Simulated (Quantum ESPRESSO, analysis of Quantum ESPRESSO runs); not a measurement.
**Monovacancy in W: vacancy formation against experiment (Quantum ESPRESSO)**

How near does this set-up come to the measured vacancy formation? Subject: monovacancy in W. Set-up: PBEsol, GBRV 1.5 PBEsol, 32-site cell, PBEsol lattice, k: 4x4x4. The model is a cell of 32 host atoms with 1 W taken out. The formation energy is the energy of the cell with the vacancy less that of the same number of atoms in the perfect cell. A local or semilocal functional is the cheapest first rung.

What was measured. Vacancy formation energy (middle of the quoted range, half its width as the uncertainty), printed as 3.5 to 4.1 eV: 3.8 eV (quoted in “Multiscale Modelling of Crowdion and Vacancy Defects in Body-Centred Cubic Transition Metals”, 2007, P. M. Derlet, D. Nguyen-Manh, S. L. Dudarev, quoting earlier work (1991)). The runs below try to reproduce this.

Calculated with Quantum ESPRESSO 7.5; Quantum ESPRESSO plane-wave DFT, PBEsol, GBRV 1.5 PBEsol potentials; relaxation of all atoms of a defect supercell.

### Step 1. Starting point

The cell holds 31 atoms: 31 W. Cell: a = 8.907 Å, b = 8.907 Å, c = 8.907 Å, α = 60.0°, β = 60.0°, γ = 60.0°. It derives from W (space group Im-3m). Nearest the centre at fractional (0.500, 0.500, 0.500): W8 at 2.73 Å, W14 at 2.73 Å, W26 at 2.73 Å, W4 at 2.73 Å, W29 at 2.73 Å, W20 at 2.73 Å, W22 at 2.73 Å, W12 at 2.73 Å.

The host's primitive cell comes from a first run (Quantum ESPRESSO plane-wave DFT, PBEsol, GBRV 1.5 PBEsol potentials; relaxation of cell and atoms of a defect-free cell): vectors of 2.727, 2.727 and 2.727 Å. That is 15.62 Å³ an atom, 1.5 % under the diffraction cell's volume. The supercell is built on it.

### Step 2. Relaxation, charge 0

Every later number rests on the structure around the defect, so the atoms are relaxed at the host's lattice first.

The input, pw.in:

```
&CONTROL
  calculation = 'relax'
  prefix = 'pwscf'
  outdir = './tmp'
  pseudo_dir = './pseudo'
  tprnfor = .true.
  disk_io = 'low'
  nstep = 70
  forc_conv_thr = 0.00078
  etot_conv_thr = 0.0001
/
&SYSTEM
  ibrav = 0
  nat = 31
  ntyp = 1
  ecutwfc = 45
  ecutrho = 360
  nbnd = 282
  occupations = 'smearing'
  smearing = 'mv'
  degauss = 0.00734986
/
&ELECTRONS
  conv_thr = 3d-08
  electron_maxstep = 100
  mixing_beta = 0.5
/
&IONS
  ion_dynamics = 'bfgs'
/
ATOMIC_SPECIES
W    183.8400 w_pbesol_v1.2.uspp.F.UPF
CELL_PARAMETERS angstrom
   0.0000000000    6.2984931941    6.2984931941
   6.2984931941    0.0000000000    6.2984931941
   6.2984931941    6.2984931941    0.0000000000
ATOMIC_POSITIONS crystal
W      0.0000000000    0.0000000000    0.0000000000
W      0.1250000000    0.1250000000    0.1250000000
W      0.2500000000    0.2500000000    0.2500000000
W      0.3750000000    0.3750000000    0.3750000000
W      0.0000000000    0.0000000000    0.5000000000
W      0.1250000000    0.1250000000    0.6250000000
W      0.2500000000    0.2500000000    0.7500000000
W      0.3750000000    0.3750000000    0.8750000000
W      0.0000000000    0.5000000000    0.0000000000
W      0.1250000000    0.6250000000    0.1250000000
W      0.2500000000    0.7500000000    0.2500000000
W      0.3750000000    0.8750000000    0.3750000000
W      0.0000000000    0.5000000000    0.5000000000
W      0.1250000000    0.6250000000    0.6250000000
W      0.2500000000    0.7500000000    0.7500000000
W      0.3750000000    0.8750000000    0.8750000000
W      0.5000000000    0.0000000000    0.0000000000
W      0.6250000000    0.1250000000    0.1250000000
W      0.7500000000    0.2500000000    0.2500000000
W      0.8750000000    0.3750000000    0.3750000000
W      0.5000000000    0.0000000000    0.5000000000
W      0.6250000000    0.1250000000    0.6250000000
W      0.7500000000    0.2500000000    0.7500000000
W      0.8750000000    0.3750000000    0.8750000000
W      0.5000000000    0.5000000000    0.0000000000
W      0.6250000000    0.6250000000    0.1250000000
W      0.7500000000    0.7500000000    0.2500000000
W      0.8750000000    0.8750000000    0.3750000000
W      0.6250000000    0.6250000000    0.6250000000
W      0.7500000000    0.7500000000    0.7500000000
W      0.8750000000    0.8750000000    0.8750000000
K_POINTS automatic
4 4 4 0 0 0
```

Launch:

```console
$ OMP_NUM_THREADS=1 mpirun -n 4 pw.x -nk 4 -in pw.in > pw.out
```

Log:

```text
This program is part of the open-source Quantum ESPRESSO suite
     for quantum simulation of materials; please cite
         "P. Giannozzi et al., J. Phys.:Condens. Matter 21 395502 (2009);
         "P. Giannozzi et al., J. Phys.:Condens. Matter 29 465901 (2017);
         "P. Giannozzi et al., J. Chem. Phys. 152 154105 (2020);
          URL
     in publications or presentations arising from this work. More details at

     Message from routine setup:
     using ibrav=0 with symmetry is DISCOURAGED, use correct ibrav instead

     K-points division:     npool     =       4
     Subspace diagonalization in iterative solution of the eigenvalue problem:
     a serial algorithm will be used

     G-vector sticks info
     --------------------
     sticks:   dense  smooth     PW     G-vecs:    dense   smooth      PW
     Sum        7015    3505    955               388703   137483   19603

     Using Slab Decomposition

     bravais-lattice index     =            0
     lattice parameter (alat)  =      16.8326  a.u.
     unit-cell volume          =    3372.3807 (a.u.)^3
     number of atoms/cell      =           31
     number of atomic types    =            1
     number of electrons       =       434.00
     number of Kohn-Sham states=          282
     kinetic-energy cutoff     =      45.0000  Ry
     charge density cutoff     =     360.0000  Ry
     scf convergence threshold =      3.0E-08
     mixing beta               =       0.5000
     number of iterations used =            8  plain     mixing
     energy convergence thresh.=      1.0E-04
     force convergence thresh. =      7.8E-04
     Exchange-correlation= SLA  PW   PSX  PSC
                           (   1   4  10   8   0   0   0)
     nstep                     =           70

     celldm(1)=  16.832574  celldm(2)=   0.000000  celldm(3)=   0.000000
     celldm(4)=   0.000000  celldm(5)=   0.000000  celldm(6)=   0.000000

     crystal axes: (cart. coord. in units of alat)
               a(1) = (   0.000000   0.707107   0.707107 )
               a(2) = (   0.707107   0.000000   0.707107 )
               a(3) = (   0.707107   0.707107   0.000000 )

     reciprocal axes: (cart. coord. in units 2 pi/alat)
               b(1) = ( -0.707107  0.707107  0.707107 )
               b(2) = (  0.707107 -0.707107  0.707107 )
               b(3) = (  0.707107  0.707107 -0.707107 )

     PseudoPot. # 1 for W  read from file:
     w_pbesol_v1.2.uspp.F.UPF
     Pseudo is Ultrasoft + core correction, Zval = 14.0
     Generated by new atomic code, or converted to UPF format
     Using radial grid of  923 points,  8 beta functions with:
                l(1) =   0
                l(2) =   0
                l(3) =   0
                l(4) =   1
                l(5) =   1
                l(6) =   2
                l(7) =   2
                l(8) =   3
     Q(r) pseudized with  6 coefficients,  rinner =    1.350   1.350   1.350
                                                       1.350   1.350   1.350
                                                       1.350

     atomic species   valence    mass     pseudopotential
     W                14.00   183.84000     W ( 1.00)

     48 Sym. Ops., with inversion, found

   Cartesian axes

     site n.     atom                  positions (alat units)
         1        W      tau(   1) = (   0.0000000   0.0000000   0.0000000  )
         2        W      tau(   2) = (   0.1767767   0.1767767   0.1767767  )
         3        W      tau(   3) = (   0.3535534   0.3535534   0.3535534  )
         4        W      tau(   4) = (   0.5303301   0.5303301   0.5303301  )
         5        W      tau(   5) = (   0.3535534   0.3535534   0.0000000  )
         6        W      tau(   6) = (   0.5303301   0.5303301   0.1767767  )
         7        W      tau(   7) = (   0.7071068   0.7071068   0.3535534  )
         8        W      tau(   8) = (   0.8838835   0.8838835   0.5303301  )
         9        W      tau(   9) = (   0.3535534   0.0000000   0.3535534  )
        10        W      tau(  10) = (   0.5303301   0.1767767   0.5303301  )
        11        W      tau(  11) = (   0.7071068   0.3535534   0.7071068  )
        12        W      tau(  12) = (   0.8838835   0.5303301   0.8838835  )
        13        W      tau(  13) = (   0.7071068   0.3535534   0.3535534  )
        14        W      tau(  14) = (   0.8838835   0.5303301   0.5303301  )
        15        W      tau(  15) = (   1.0606602   0.7071068   0.7071068  )
        16        W      tau(  16) = (   1.2374369   0.8838835   0.8838835  )
[...]
24        W      tau(  24) = (   0.8838835   1.2374369   0.8838835  )
        25        W      tau(  25) = (   0.3535534   0.3535534   0.7071068  )
        26        W      tau(  26) = (   0.5303301   0.5303301   0.8838835  )
        27        W      tau(  27) = (   0.7071068   0.7071068   1.0606602  )
        28        W      tau(  28) = (   0.8838835   0.8838835   1.2374369  )
        29        W      tau(  29) = (   0.8838835   0.8838835   0.8838835  )
        30        W      tau(  30) = (   1.0606602   1.0606602   1.0606602  )
        31        W      tau(  31) = (   1.2374369   1.2374369   1.2374369  )

     number of k points=     8  Marzari-Vanderbilt smearing, width (Ry)=  0.0073
                       cart. coord. in units 2pi/alat
        k(    1) = (   0.0000000   0.0000000   0.0000000), wk =   0.0312500
        k(    2) = (   0.1767767   0.1767767  -0.1767767), wk =   0.2500000
        k(    3) = (  -0.3535534  -0.3535534   0.3535534), wk =   0.1250000
        k(    4) = (   0.3535534   0.0000000   0.0000000), wk =   0.1875000
        k(    5) = (  -0.1767767  -0.5303301   0.5303301), wk =   0.7500000
        k(    6) = (   0.0000000  -0.3535534   0.3535534), wk =   0.3750000
        k(    7) = (  -0.7071068   0.0000000   0.0000000), wk =   0.0937500
        k(    8) = (  -0.7071068   0.3535534   0.0000000), wk =   0.1875000

     Dense  grid:   388703 G-vectors     FFT dimensions: ( 108, 108, 108)

     Smooth grid:   137483 G-vectors     FFT dimensions: (  72,  72,  72)

     Initial potential from superposition of free atoms

     starting charge     430.8904, renormalised to     434.0000

     negative rho (up, down):  1.937E+00 0.000E+00
     Starting wfcs are  403 randomized atomic wfcs

     Self-consistent Calculation

     iteration #  1     ecut=    45.00 Ry     beta= 0.50
     Davidson diagonalization with overlap
     ethr =  1.00E-02,  avg # of iterations =  2.0

     Threshold (ethr) on eigenvalues was too large:
     Diagonalizing with lowered threshold

[...]
!    total energy              =   -4930.14338535 Ry
[...]
smearing contrib. (-TS)   =      -0.00080596 Ry
     internal energy E=F+TS    =   -4930.14257939 Ry

     The total energy is F=E-TS. E is the sum of the following terms:
     one-electron contribution =    -546.83725175 Ry
     hartree contribution      =     528.04441925 Ry
     xc contribution           =   -1271.85796137 Ry
     ewald contribution        =   -3639.49178552 Ry

     convergence has been achieved in  10 iterations

[...]
Forces acting on atoms (cartesian axes, Ry/au):

[...]
Total force =     0.002608     Total SCF correction =     0.000062
     Energy error            =      1.6E-04 Ry
     Gradient error          =      5.2E-04 Ry/Bohr

     number of scf cycles    =   4
     number of bfgs steps    =   3

     energy             old  =   -4930.1432208883 Ry
     energy             new  =   -4930.1433853481 Ry

     CASE: energy            _new < energy            _old

     new trust radius        =       0.0008990534 bohr
     new conv_thr            =       0.0000000003 Ry

ATOMIC_POSITIONS (crystal)
[...]
NEW-OLD atomic charge density approx. for the potential

[...]
Self-consistent Calculation

[...]
Threshold (ethr) on eigenvalues was too large:
     Diagonalizing with lowered threshold

[...]
total energy              =   -4930.14338650 Ry
[...]
iteration #  2     ecut=    45.00 Ry     beta= 0.50
     Davidson diagonalization with overlap
     ethr =  1.57E-09,  avg # of iterations =  4.5

[...]
total energy              =   -4930.14338005 Ry
     estimated scf accuracy    <       0.00013027 Ry

     iteration #  3     ecut=    45.00 Ry     beta= 0.50
     Davidson diagonalization with overlap
     ethr =  1.57E-09,  avg # of iterations =  4.4

     negative rho (up, down):  2.051E+00 0.000E+00

     total energy              =   -4930.14339056 Ry
     estimated scf accuracy    <       0.00000030 Ry

     iteration #  4     ecut=    45.00 Ry     beta= 0.50
     Davidson diagonalization with overlap
     ethr =  7.01E-11,  avg # of iterations =  4.1

     negative rho (up, down):  2.051E+00 0.000E+00

     total energy              =   -4930.14339062 Ry
     estimated scf accuracy    <       0.00000030 Ry

     iteration #  5     ecut=    45.00 Ry     beta= 0.50
     Davidson diagonalization with overlap
     ethr =  6.86E-11,  avg # of iterations =  2.1

     negative rho (up, down):  2.051E+00 0.000E+00

     total energy              =   -4930.14339065 Ry
     estimated scf accuracy    <       0.00000007 Ry

     iteration #  6     ecut=    45.00 Ry     beta= 0.50
     Davidson diagonalization with overlap
     ethr =  1.50E-11,  avg # of iterations =  2.0

     negative rho (up, down):  2.051E+00 0.000E+00

     total energy              =   -4930.14339066 Ry
     estimated scf accuracy    <          9.1E-09 Ry

     iteration #  7     ecut=    45.00 Ry     beta= 0.50
     Davidson diagonalization with overlap
     ethr =  2.10E-12,  avg # of iterations =  2.0

     negative rho (up, down):  2.051E+00 0.000E+00

     total energy              =   -4930.14339066 Ry
     estimated scf accuracy    <          6.6E-10 Ry

     iteration #  8     ecut=    45.00 Ry     beta= 0.50
     Davidson diagonalization with overlap
     ethr =  1.51E-13,  avg # of iterations =  3.5

     negative rho (up, down):  2.051E+00 0.000E+00

     total energy              =   -4930.14339066 Ry
     estimated scf accuracy    <          3.7E-10 Ry

     iteration #  9     ecut=    45.00 Ry     beta= 0.50
     Davidson diagonalization with overlap
     ethr =  1.00E-13,  avg # of iterations =  2.0

     negative rho (up, down):  2.051E+00 0.000E+00

     End of self-consistent calculation

          k = 0.0000 0.0000 0.0000 ( 17153 PWs)   bands (ev):

[...]
25.5961  25.5961

          k = 0.1768 0.1768-0.1768 ( 17177 PWs)   bands (ev):

[...]
25.7446  25.7759

          k =-0.3536-0.3536 0.3536 ( 17196 PWs)   bands (ev):

[...]
26.1111  26.1280

          k = 0.3536 0.0000 0.0000 ( 17137 PWs)   bands (ev):

[...]
25.7467  25.7664

          k =-0.1768-0.5303 0.5303 ( 17210 PWs)   bands (ev):

[...]
26.1771  26.2227

          k = 0.0000-0.3536 0.3536 ( 17188 PWs)   bands (ev):

[...]
25.9053  25.9751

          k =-0.7071 0.0000 0.0000 ( 17182 PWs)   bands (ev):

[...]
25.9585  25.9585

          k =-0.7071 0.3536 0.0000 ( 17244 PWs)   bands (ev):

[...]
22.3888  22.3888  22.4214  22.4388  22.4615  22.5376  22.6446  22.6446
    22.8592  22.9260  22.9260  23.0081  23.0620  23.0620  23.1011  23.1269
    23.1715  23.2131  23.2567  23.2567  23.2905  23.3474  23.3474  23.3621
    23.4244  23.4244  23.5050  23.6644  23.8047  24.2043  24.2043  24.3193
    24.5686  24.5686  24.5817  24.6871  24.7131  24.7164  24.7938  24.7938
    24.8478  24.8478  24.8574  25.0058  25.0468  25.0882  25.0882  25.1474
    25.2073  25.2348  25.2348  25.2351  25.2881  25.3000  25.3000  25.3135
    25.3135  25.3184  25.3391  25.3491  25.3491  25.3953  25.4477  26.2699
    26.2699  26.3585

     the Fermi energy is    21.9255 ev

!    total energy              =   -4930.14339066 Ry
     estimated scf accuracy    <          1.7E-11 Ry
     smearing contrib. (-TS)   =      -0.00081288 Ry
     internal energy E=F+TS    =   -4930.14257777 Ry

     The total energy is F=E-TS. E is the sum of the following terms:
     one-electron contribution =    -546.73625335 Ry
     hartree contribution      =     527.99446062 Ry
     xc contribution           =   -1271.85763828 Ry
     ewald contribution        =   -3639.54314677 Ry

     convergence has been achieved in   9 iterations

     negative rho (up, down):  2.051E+00 0.000E+00

     Forces acting on atoms (cartesian axes, Ry/au):

[...]
atom   24 type  1   force =     0.00027357   -0.00027357    0.00027357
     atom   25 type  1   force =     0.00000000   -0.00000000   -0.00000000
     atom   26 type  1   force =     0.00002030    0.00002030   -0.00002030
     atom   27 type  1   force =     0.00000000   -0.00000000    0.00002270
     atom   28 type  1   force =     0.00027357    0.00027357   -0.00027357
     atom   29 type  1   force =    -0.00002030   -0.00002030   -0.00002030
     atom   30 type  1   force =     0.00000000    0.00000000    0.00000000
     atom   31 type  1   force =    -0.00027357   -0.00027357   -0.00027357

     Total force =     0.001345     Total SCF correction =     0.000028
     Energy error            =      5.3E-06 Ry
     Gradient error          =      2.7E-04 Ry/Bohr

     bfgs converged in   5 scf cycles and   4 bfgs steps
     (criteria: energy <  1.0E-04 Ry, force <  7.8E-04 Ry/Bohr)

     End of BFGS Geometry Optimization

     Final energy             =   -4930.1433906559 Ry

     File ./tmp/pwscf.bfgs deleted, as requested
Begin final coordinates

ATOMIC_POSITIONS (crystal)
[...]
W                0.8753027955        0.3740916136        0.8753027955
W                0.5000000000        0.5000000000        0.0000000000
W                0.6239427485        0.6239427485        0.1281717545
W                0.7480368495        0.7480368495        0.2519631505
W                0.8753027955        0.8753027955        0.3740916136
W                0.6239427485        0.6239427485        0.6239427485
W                0.7500000000        0.7500000000        0.7500000000
W                0.8753027955        0.8753027955        0.8753027955
End final coordinates

=------------------------------------------------------------------------------=
   JOB DONE.
=------------------------------------------------------------------------------=
```

Run time: 45 min. Hardware: 4 MPI ranks of Arm Neoverse V2, shared host; peak memory 5.2 GiB; 3 h of CPU time.

The steps of the relaxation:

```tsv
step	energy less that of the first step (eV)
0	0.0000
1	-0.0538
2	-0.0799
3	-0.0822
4	-0.0822
```

The atoms that moved most (Å):

```tsv
atom	dx	dy	dz	length
W7	0.000	0.000	0.025	0.025
W11	0.000	0.025	0.000	0.025
W15	-0.025	0.000	0.000	0.025
W19	0.025	0.000	0.000	0.025
W23	0.000	-0.025	0.000	0.025
W27	0.000	0.000	-0.025	0.025
W8	-0.013	-0.013	0.013	0.023
W4	0.013	0.013	0.013	0.023
```

Final coordinates:

```
CELL_PARAMETERS angstrom
0.00000 6.29849 6.29849
6.29849 0.00000 6.29849
6.29849 6.29849 0.00000
ATOMIC_POSITIONS crystal
W 0.00000 0.00000 0.00000
W 0.12470 0.12470 0.12470
W 0.25000 0.25000 0.25000
W 0.37606 0.37606 0.37606
W 0.00000 0.00000 0.50000
W 0.12470 0.12470 0.62591
W 0.25196 0.25196 0.74804
W 0.37606 0.37606 0.87183
W 0.00000 0.50000 0.00000
W 0.12470 0.62591 0.12470
W 0.25196 0.74804 0.25196
W 0.37606 0.87183 0.37606
W 0.00000 0.50000 0.50000
W 0.12817 0.62394 0.62394
W 0.25196 0.74804 0.74804
W 0.37409 0.87530 0.87530
W 0.50000 0.00000 0.00000
W 0.62591 0.12470 0.12470
W 0.74804 0.25196 0.25196
W 0.87183 0.37606 0.37606
W 0.50000 0.00000 0.50000
W 0.62394 0.12817 0.62394
W 0.74804 0.25196 0.74804
W 0.87530 0.37409 0.87530
W 0.50000 0.50000 0.00000
W 0.62394 0.62394 0.12817
W 0.74804 0.74804 0.25196
W 0.87530 0.87530 0.37409
W 0.62394 0.62394 0.62394
W 0.75000 0.75000 0.75000
W 0.87530 0.87530 0.87530
```

Neighbours of the ideal centre at the end:

```tsv
atom	distance (Å)
W4	2.704
W14	2.704
W29	2.704
W20	2.704
W22	2.704
W26	2.704
W12	2.704
W8	2.704
```

First to last step the energy falls by 0.082 eV; the largest move, 0.025 Å, is that of W7 and 5 other atoms alike.

[end of part 1 of 2]

[Logs are printed without paths, hosts, clocks, repeated set-up lines and the standing remarks that a program may print on its own settings, such as how far it seeks lower states.]

[Hosts, paths, dates, database ids (printed as entryN), source tags and the programs' standing remarks are cut or masked in the printed files.]

[For some hosts the program warned that the k-mesh of the response run may be too coarse for force constants and the static dielectric constant; such warnings are not shown here.]
